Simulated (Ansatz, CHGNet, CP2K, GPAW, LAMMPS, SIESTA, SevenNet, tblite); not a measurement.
# Running annealed particle of LiCl with 30 % Na on Li sites (108 atoms) with CP2K

Aim: run annealed particle of LiCl with 30 % Na on Li sites (108 atoms) in CP2K and see how near its forces come to a plane-wave reference, and at what cost.

Method: the method is named at each step, in CP2K 2026.2.

**1. Set-up**

The cell holds 108 atoms: 54 Cl, 16 Na and 38 Li. Its edges and angles: a = 24.972 Å, b = 24.628 Å, c = 24.947 Å, α = 90.0°, β = 90.0°, γ = 90.0°. It derives from LiCl (rocksalt LiCl). 1 sphere(s) of radius 7.77 Å cut from rocksalt LiCl (a = 5.25 Å), 30 % of Li replaced at random by Na, in vacuum, ions removed to neutrality; annealed 20 ps at 610 K with the Lennard-Jones and Coulomb ion parameters for SPC/E (Joung and Cheatham, J. Phys. Chem. B 112, 9020 (2008)), full charges, cooled to 300 K. Vacuum lies along a, b and c.

The yardstick, on the same geometry:

```
method                                           : Kohn-Sham DFT, PBE, PAW, plane waves (Ansatz 0.2.0); cutoff 420 eV, Γ point, fermi-dirac smearing of 0.05 eV; PAW set soft_2
r.m.s. force component                           : 0.1993 eV/Å
longest force                                    : 0.9358 eV/Å
gap (highest filled to lowest empty level) : 4.443 eV
SCF cycles                                       : 7
time                                             : 68 s on 16 threads of Arm Neoverse V2, shared host
CPU time                                         : 17 min
```

**2. GFN1-xTB, diagonalisation**

Method: GFN1-xTB tight binding (the program's own implementation), diagonalisation.

input.inp

```
&GLOBAL
  PROJECT cell
  RUN_TYPE ENERGY_FORCE
  PRINT_LEVEL LOW
&END GLOBAL
&FORCE_EVAL
  METHOD QS
  &DFT
    &QS
      METHOD XTB
      &XTB
        GFN_TYPE 1
        DO_EWALD T
        CHECK_ATOMIC_CHARGES F
      &END XTB
    &END QS
    &SCF
      SCF_GUESS ATOMIC
      EPS_SCF 1.0E-06
      MAX_SCF 200
      ADDED_MOS 81
      &DIAGONALIZATION
        ALGORITHM STANDARD
      &END DIAGONALIZATION
      &SMEAR ON
        METHOD FERMI_DIRAC
        ELECTRONIC_TEMPERATURE [K] 580
      &END SMEAR
      &MIXING
        METHOD BROYDEN_MIXING
        ALPHA 0.15
        NBROYDEN 8
      &END MIXING
      &PRINT
        &RESTART OFF
        &END RESTART
      &END PRINT
    &END SCF
    &PRINT
      &MULLIKEN ON
      &END MULLIKEN
    &END PRINT
  &END DFT
  &SUBSYS
    &CELL
      A 24.97242 0.00000 0.00000
      B 0.00000 24.62796 0.00000
      C 0.00000 0.00000 24.94686
    &END CELL
    &TOPOLOGY
      COORD_FILE_NAME structure.xyz
      COORD_FILE_FORMAT XYZ
    &END TOPOLOGY
  &END SUBSYS
  &PRINT
    &FORCES ON
    &END FORCES
  &END PRINT
&END FORCE_EVAL
```

structure.xyz

```xyz
108

Cl 8.52384 17.43561 9.34759
Cl 10.57832 19.66518 13.80310
Na 9.21507 18.58918 11.78165
Cl 14.65756 17.83951 12.30604
Li 9.44782 11.24390 11.76120
Na 17.45472 17.63387 11.20937
Cl 7.89828 16.79701 13.43463
Li 6.14971 12.43343 7.06545
Cl 6.30079 10.17283 7.93934
Na 7.25723 15.48976 10.87034
Cl 6.14297 14.21821 8.68924
Na 7.17582 12.83560 14.04982
Na 8.17472 15.41144 7.31192
Cl 11.90435 11.48525 10.75833
Li 10.84327 16.88862 8.95942
Cl 16.10671 17.81094 8.89356
Li 14.07296 17.13613 10.10273
Cl 11.48107 16.88641 11.43140
Na 12.08565 14.13202 10.84889
Cl 10.85976 14.58566 7.89768
Cl 18.37321 16.59826 13.50897
Li 18.78176 14.52680 12.48391
Li 8.09206 9.35542 6.73091
Li 13.12775 15.00680 7.17247
Cl 8.18921 13.06267 5.88496
Cl 13.23289 12.69621 6.14167
Li 14.82762 18.09170 6.83045
Cl 12.74892 17.76341 7.96004
Li 10.48367 12.44820 6.66056
Cl 18.33076 15.12107 10.16011
Li 6.83220 16.58348 15.55811
Cl 8.53333 12.80679 18.71838
Li 9.75323 14.59478 17.44359
Na 5.97190 12.57799 17.70454
Cl 5.83031 14.51252 15.74920
Li 10.24943 18.39142 15.80558
Cl 8.84773 16.80464 17.00478
Li 12.53091 18.19169 13.32437
Cl 12.00899 14.32535 18.69268
Na 10.52088 15.29273 13.75395
Cl 12.39981 16.92606 15.48676
Na 13.12426 12.80161 16.32473
Cl 9.53172 13.26954 15.40419
Na 13.49959 16.54925 17.95600
Cl 15.91967 16.63323 16.83289
Li 7.73646 9.04289 14.34020
Cl 9.92354 8.22623 14.52306
Li 9.29723 11.34413 16.79023
Cl 15.73013 11.49436 11.16896
Li 13.69512 11.27296 12.55226
Cl 7.07219 10.51959 16.07725
Li 10.82305 7.39085 12.26612
Cl 7.17133 10.42378 12.42428
Li 14.71500 12.22113 8.96989
Cl 13.20916 13.87909 13.38299
Na 15.05612 15.83405 14.18304
[... 48 atom lines left out ...]
Li 16.71804 5.35535 10.50138
Cl 17.17978 7.41597 11.85575
Cl 15.50013 6.51360 8.56451
Na 15.56181 8.87592 10.27461
```

On the command line:

```
> OMP_NUM_THREADS=1 cp2k.psmp -i input.inp > output.txt
```

Numbers of over 12 decimals in the logs are rounded to 6 here.

What it wrote:

```text
CP2K| version string:                                       CP2K version 2026.2
 CP2K| Input file name                                                 input.inp
 GLOBAL| Basis set file name                                           BASIS_SET
 GLOBAL| Potential file name                                           POTENTIAL
 GLOBAL| Run type                                                   ENERGY_FORCE
 GLOBAL| Total number of message passing processes                             1
 GLOBAL| Number of threads for this process                                    1
                  #####   #####        #          ####### ######
                 #     # #     #      #              #    #     #
                 #     # #           #    ##   ##    #    #     #
                 #     #  #####     #      ## ##     #    ######
                 #   # #       #   #        ###      #    #     #
                 #    #  #     #  #        ## ##     #    #     #
                  #### #  #####  #        ##   ##    #    ######
                                   GFN1-xTB
                                 Version 1.1
                            J. Hutter and A. Hehn
 EWALD| Summation is done by:                                               SPME
 EWALD| Alpha parameter [       ANGSTROM^-1]                              0.3500
 EWALD| Real Space Cutoff [          ANGSTROM]                            9.6398
 EWALD| G-space max. Miller index                         75        75        75
 EWALD| Spline interpolation order                                             6
 TOTAL NUMBERS AND MAXIMUM NUMBERS
  Total number of            - Atomic kinds:                                   3
                             - Atoms:                                        108
                             - Shell sets:                                   270
                             - Shells:                                       270
                             - Primitive Cartesian functions:               1620
                             - Cartesian basis functions:                    756
                             - Spherical basis functions:                    702
  Maximum angular momentum of the orbital basis functions:                     2
 SCF PARAMETERS         Density guess:                                    ATOMIC
                        max_scf:                                             200
                        eps_scf:                                        1.00E-06
                        added MOs                                        81    0
                        Mixing method:                            BROYDEN_MIXING
                                                charge density mixing in g-space
                        Smear method:                                FERMI_DIRAC
                        Electronic temperature [K]:                        580.0
                        Electronic temperature [a.u.]:                  1.84E-03
                        Accuracy threshold:                             1.00E-10
 Extrapolation method: initial_guess
 Number of electrons:                                                        432
 Number of occupied orbitals:                                                216
 Number of molecular orbitals:                                               297
 Number of orbital functions:                                                702
 Number of independent orbital functions:                                    702
 SCF WAVEFUNCTION OPTIMIZATION
  Step     Update method      Time    Convergence         Total energy    Change
     1 NoMix/Diag. 0.15E+00    0.3     0.06438007      -254.1629179609 -2.54E+02
     2 Mixing/Diag.0.15E+00    0.3     0.08857217      -254.2821491214 -1.19E-01
     3 Broy./Diag. 0.15E+00    0.3     0.08702397      -254.1032824925  1.79E-01
     4 Broy./Diag. 0.15E+00    0.3     0.00872377      -254.0010452279  1.02E-01
     5 Broy./Diag. 0.15E+00    0.3     0.02719746      -254.1204658588 -1.19E-01
     6 Broy./Diag. 0.15E+00    0.3     0.00614261      -254.2253943101 -1.05E-01
     7 Broy./Diag. 0.15E+00    0.3     0.00762899      -254.2464321483 -2.10E-02
     8 Broy./Diag. 0.15E+00    0.3     0.00109536      -254.2564476301 -1.00E-02
[...]
20 Broy./Diag. 0.15E+00    0.3     0.00000623      -254.2591528447  7.55E-06
    21 Broy./Diag. 0.15E+00    0.3     0.00000865      -254.2591565152 -3.67E-06
    22 Broy./Diag. 0.15E+00    0.3     0.00000034      -254.2591547913  1.72E-06
  *** SCF run converged in    22 steps ***
  Core Hamiltonian energy:                                   -254.538771
  Repulsive potential energy:                                   0.098910
  Electronic energy:                                            0.360195
  DFTB3 3rd order energy:                                       0.069776
  Dispersion energy:                                           -0.249266
  Correction for halogen bonding:                               0.000000
  Electronic entropic energy:                                  -0.000000
  Fermi energy:                                                -0.344900
  Total energy:                                              -254.259155
  Total energy (extrapolated to T->0):                       -254.259155
 MULLIKEN POPULATION ANALYSIS
  # Atom   Element   Kind        Atomic population                    Net charge
       1     Cl         1                 7.605385                     -0.605385
       2     Cl         1                 7.542942                     -0.542942
       4     Cl         1                 7.522844                     -0.522844
       7     Cl         1                 7.580118                     -0.580118
       9     Cl         1                 7.395408                     -0.395408
      11     Cl         1                 7.617201                     -0.617201
[...]
100     Li         3                 0.545642                      0.454358
     102     Li         3                 0.567007                      0.432993
     105     Li         3                 0.527477                      0.472523
 # Total charge                         432.000000                     -0.000000
 ENERGY| Total FORCE_EVAL ( QS ) energy [hartree]           -254.259161
 FORCES| Atomic forces [hartree/bohr]
 FORCES|   Atom     x               y               z               |f|
 FORCES|      1  5.49308121E-03 -3.94017651E-03 -7.96864818E-04   6.80690279E-03
 FORCES|      2  2.67978829E-03 -1.06900749E-02  6.18264465E-03   1.26366159E-02
 FORCES|      3  2.29771062E-03 -4.28577861E-03  6.60512823E-04   4.90750951E-03
 FORCES|      4 -2.45150472E-03 -2.53401730E-03 -8.59595257E-04   3.62905264E-03
 FORCES|      5  2.17647270E-03  1.08537258E-03 -3.31276735E-03   4.10968302E-03
 FORCES|      6 -3.74578800E-03 -4.79657750E-03  1.36560867E-03   6.23722458E-03
[...]
FORCES|    106  1.02373058E-03 -3.31671929E-03  5.63834197E-03   6.62114426E-03
 FORCES|    107 -2.35678072E-03  3.43633281E-04  6.83137363E-03   7.23465029E-03
 FORCES|    108 -1.96761595E-03  5.42423314E-05 -1.37350279E-03   2.40020096E-03
 FORCES| Sum    -3.59521440E-16 -1.56043798E-16  8.73866951E-17
 FORCES| Total atomic force                                       4.01549209E-16
```

It took 7.4 s on 1 thread of Arm Neoverse V2, shared host; peak memory 0.65 GiB.

Banners, paths, timers and routine set-up lines are dropped from the logs unmarked, and long logs keep their key lines alone; longer cuts are marked.

Numbers from this run, and their distance from the reference:

```
r.m.s. force component                  : 0.2226 eV/Å
r.m.s. difference of force components   : 138.6 meV/Å
longest difference of force vectors     : 497.9 meV/Å
force difference over r.m.s. force      : 69.53 %
slope of forces against the reference's : 0.8822
correlation of force components         : 0.7898
```

Length of the force difference by element (eV/Å):

```csv
element,atoms,mean,most
Cl,54,0.29,0.50
Li,38,0.12,0.25
Na,16,0.090,0.16
```

The surroundings of Cl83, whose charge lies farthest from its element's mean, nearest first, numbered as they follow in the input and with coordinates relative to it.

```csv
atom,x,y,z,distance (Å),bonds,Mulliken charge (e),Fx,Fy,Fz (eV/Å)
Cl83,0.00,0.00,0.00,0.00,4,-0.37,-0.01,-0.02,-0.05
Li29,0.02,2.34,-0.25,2.35,4,0.41,-0.06,0.19,0.04
Li78,2.26,0.23,-0.84,2.42,4,0.39,0.05,-0.02,0.21
Li23,-2.38,-0.76,-0.18,2.50,3,0.42,0.17,-0.23,0.28
Li76,0.42,-2.51,-0.91,2.70,4,0.43,0.02,0.23,0.39
Li58,1.43,-0.77,2.63,3.10,4,0.42,-0.06,0.04,0.02
Cl79,2.50,-1.85,-1.93,3.67,3,-0.48,-0.15,0.14,0.63
Cl75,-2.04,-3.10,-0.34,3.73,3,-0.55,0.59,0.42,0.15
Cl57,3.60,-0.12,1.22,3.81,5,-0.45,-0.15,-0.13,0.11
Cl26,2.76,2.59,-0.77,3.86,4,-0.41,0.10,0.06,0.00
Cl25,-2.28,2.95,-1.03,3.87,3,-0.54,0.04,-0.23,0.41
Cl73,1.53,-3.44,1.12,3.93,4,-0.47,0.07,0.23,0.01
Cl77,-1.01,-1.65,3.51,4.01,4,-0.47,0.03,0.26,0.05
```

Forces lie 70 % from the reference's, at 0.0074 times its CPU time (on 1 against 16 cores).

**3. PBE, DZVP-UZH, 600/60 Ry, diagonalisation**

Method: Kohn-Sham DFT, PBE, GTH-PBE pseudopotentials, Gaussian and plane waves, DZVP-MOLOPT (UZH set), diagonalisation.

input.inp

```
&GLOBAL
  PROJECT cell
  RUN_TYPE ENERGY_FORCE
  PRINT_LEVEL LOW
&END GLOBAL
&FORCE_EVAL
  METHOD QS
  &DFT
    BASIS_SET_FILE_NAME BASIS_MOLOPT_UZH
    POTENTIAL_FILE_NAME POTENTIAL_UZH
    &MGRID
      CUTOFF 600
      REL_CUTOFF 60
      NGRIDS 5
    &END MGRID
    &QS
      EPS_DEFAULT 1.0E-12
    &END QS
    &SCF
      SCF_GUESS ATOMIC
      EPS_SCF 5.0E-06
      MAX_SCF 200
      ADDED_MOS 58
      &DIAGONALIZATION
        ALGORITHM STANDARD
      &END DIAGONALIZATION
      &SMEAR ON
        METHOD FERMI_DIRAC
        ELECTRONIC_TEMPERATURE [K] 580
      &END SMEAR
      &MIXING
        METHOD BROYDEN_MIXING
        ALPHA 0.2
        NBROYDEN 12
        BETA 0.05
      &END MIXING
      &PRINT
        &RESTART OFF
        &END RESTART
      &END PRINT
    &END SCF
    &XC
      &XC_FUNCTIONAL PBE
      &END XC_FUNCTIONAL
    &END XC
    &PRINT
      &MULLIKEN ON
      &END MULLIKEN
      &HIRSHFELD ON
        SHAPE_FUNCTION DENSITY
      &END HIRSHFELD
      &MO ON
        EIGENVALUES T
        OCCUPATION_NUMBERS T
        MO_INDEX_RANGE 307 330
        &EACH
          QS_SCF 0
        &END EACH
        ADD_LAST NUMERIC
      &END MO
    &END PRINT
  &END DFT
  &SUBSYS
    &CELL
      A 24.97242 0.00000 0.00000
      B 0.00000 24.62796 0.00000
      C 0.00000 0.00000 24.94686
    &END CELL
    &TOPOLOGY
      COORD_FILE_NAME structure.xyz
      COORD_FILE_FORMAT XYZ
    &END TOPOLOGY
    &KIND Cl
      BASIS_SET DZVP-MOLOPT-PBE-GTH-q7
      POTENTIAL GTH-PBE-q7
    &END KIND
    &KIND Na
      BASIS_SET DZVP-MOLOPT-PBE-GTH-q9
      POTENTIAL GTH-PBE-q9
    &END KIND
    &KIND Li
      BASIS_SET DZVP-MOLOPT-PBE-GTH-q3
      POTENTIAL GTH-PBE-q3
    &END KIND
  &END SUBSYS
  &PRINT
    &FORCES ON
    &END FORCES
  &END PRINT
&END FORCE_EVAL
```

structure.xyz is that of step 2.

What it wrote:

```text
CP2K| version string:                                       CP2K version 2026.2
 CP2K| Input file name                                                 input.inp
 GLOBAL| Basis set file name                                    BASIS_MOLOPT_UZH
 GLOBAL| Potential file name                                       POTENTIAL_UZH
 GLOBAL| Run type                                                   ENERGY_FORCE
 GLOBAL| Total number of message passing processes                             1
 GLOBAL| Number of threads for this process                                    1
[... lines left out ...]
                        Smear method:                                FERMI_DIRAC
[... lines left out ...]
 Number of electrons:                                                        636
[... lines left out ...]
  Step     Update method      Time    Convergence         Total energy    Change
[... lines left out ...]
  *** SCF run converged in    13 steps ***
[... lines left out ...]
  Fermi energy:                                                -0.086302
  Total energy:                                             -1865.445872
  Total energy (extrapolated to T->0):                      -1865.445872
[... lines left out ...]
 MO| E(Fermi):           -0.086302 a.u.         -2.348394 eV
[... lines left out ...]
                           Hirshfeld Charges
  #Atom  Element  Kind  Ref Charge     Population                    Net charge
      1       Cl     1       7.000          7.306                        -0.306
      2       Cl     1       7.000          7.331                        -0.331
      3       Na     2       9.000          8.625                         0.375
[...]
107       Cl     1       7.000          7.279                        -0.279
    108       Na     2       9.000          8.675                         0.325
  Total Charge                                                            0.000
 !-----------------------------------------------------------------------------!
 ENERGY| Total FORCE_EVAL ( QS ) energy [hartree]          -1865.446021
 FORCES| Atomic forces [hartree/bohr]
 FORCES|   Atom     x               y               z               |f|
 FORCES|      1  1.10236322E-03 -5.05012564E-04 -3.42270274E-03   3.63113431E-03
 FORCES|      2  3.04742602E-03 -2.09840520E-03  5.32572157E-03   6.48486083E-03
 FORCES|      3 -1.91919346E-02 -5.20440108E-03 -4.39904671E-03   2.03658478E-02
[...]
FORCES|    107  3.75541502E-03 -2.61274832E-03  5.24078260E-03   6.95668010E-03
 FORCES|    108  1.07790490E-02 -8.45947780E-03 -2.02421548E-02   2.44437210E-02
 FORCES| Sum     5.38707739E-02  4.49343828E-02 -1.20399408E-01
 FORCES| Total atomic force                                       1.39345529E-01
```

It took 13 min on 1 thread; peak memory 39 GiB.

Numbers from this run, and their distance from the reference:

- r.m.s. force component: 0.3289 eV/Å
- r.m.s. difference of force components: 261.6 meV/Å
- longest difference of force vectors: 1627 meV/Å
- force difference over r.m.s. force: 131.2 %
- slope of forces against the reference's: 1
- correlation of force components: 0.6062
- gap (highest filled to lowest empty level): 4.392 eV
- gap difference: -0.0508 eV

This is a coarse setting, run to see what it loses.

Against the first run (70 %), the force difference from the reference is 131 %, at 107 times the CPU time (13 SCF steps against 22).

The difference per atom is largest on Na (1.1 eV/Å on average, against 0.072 on Li). The forces add up to 7.2 eV/Å instead of zero, usually a sign of too coarse a grid.

**4. All runs compared**

Differences are against the plane-wave reference, forces as r.m.s. over components; share is that over the reference's r.m.s. force, slope the least-squares factor from reference forces to these. Total energies of different programs have different zeros and aren't compared.

| run | Δ force, r.m.s. (meV/Å) | share (%) | slope | Δ gap (eV) | cores | CPU time | memory (GiB) |
| --- | --- | --- | --- | --- | --- | --- | --- |
| reference | - | - | - | - | 16 | 17 min | 18 |
| CP2K GFN1-xTB, diagonalisation | 139 | 69.5 | 0.882 | - | 1 | 7.4 s | 0.65 |
| CP2K PBE, DZVP-UZH, 600/60 Ry, diagonalisation (coarse) | 262 | 131 | 1.000 | -0.0508 | 1 | 13 min | 39 |

Rows marked coarse were listed beforehand as settings not expected to be converged; some can still land near the reference.

CPU time is summed over cores on a shared host, where runs went side by side, so it is rough. Symmetry, cutoffs, thresholds, outputs and thread counts weren't matched or tuned between programs; memory under MPI is the largest rank's times the ranks.

**5. Outcome**

* nearest in forces: CP2K GFN1-xTB, diagonalisation, 70 %
* its CPU time: 7.4 s

What this shows: Tight binding differs by 70 % (CP2K GFN1-xTB, diagonalisation); it is another model, with fitted parameters of its own, and the xTB methods hold dispersion. Runs with settings chosen to be coarse differ by 131 % (CP2K PBE, DZVP-UZH, 600/60 Ry, diagonalisation), their programs' other errors included. One electronic-structure run takes under half the reference's CPU time: CP2K GFN1-xTB, diagonalisation, at 70 % in 7.4 s against 17 min, too far off to be of use. At the same functional, the gap of CP2K PBE, DZVP-UZH, 600/60 Ry, diagonalisation lies 0.05 eV below the reference's 4.44 eV. Periodic xTB results under one method name differ between programs and library versions. The network of bonds at the start is that of the classical potential that made the cell, and needn't be the one that DFT or experiment would give. The ion parameters were fitted for water, not for melts, so the starting structure of this cell may lie well off the real melt's.

[Also dropped from logs without a mark: logging warnings of Python, and SIESTA's first energy breakdown and zero terms.]

[Logs are printed without paths, hosts, clocks, repeated set-up lines and the standing remarks that a program may print on its own settings, such as how far it seeks lower states.]

[Hosts, paths, dates, database ids (printed as entryN), source tags and the programs' standing remarks are cut or masked in the printed files.]
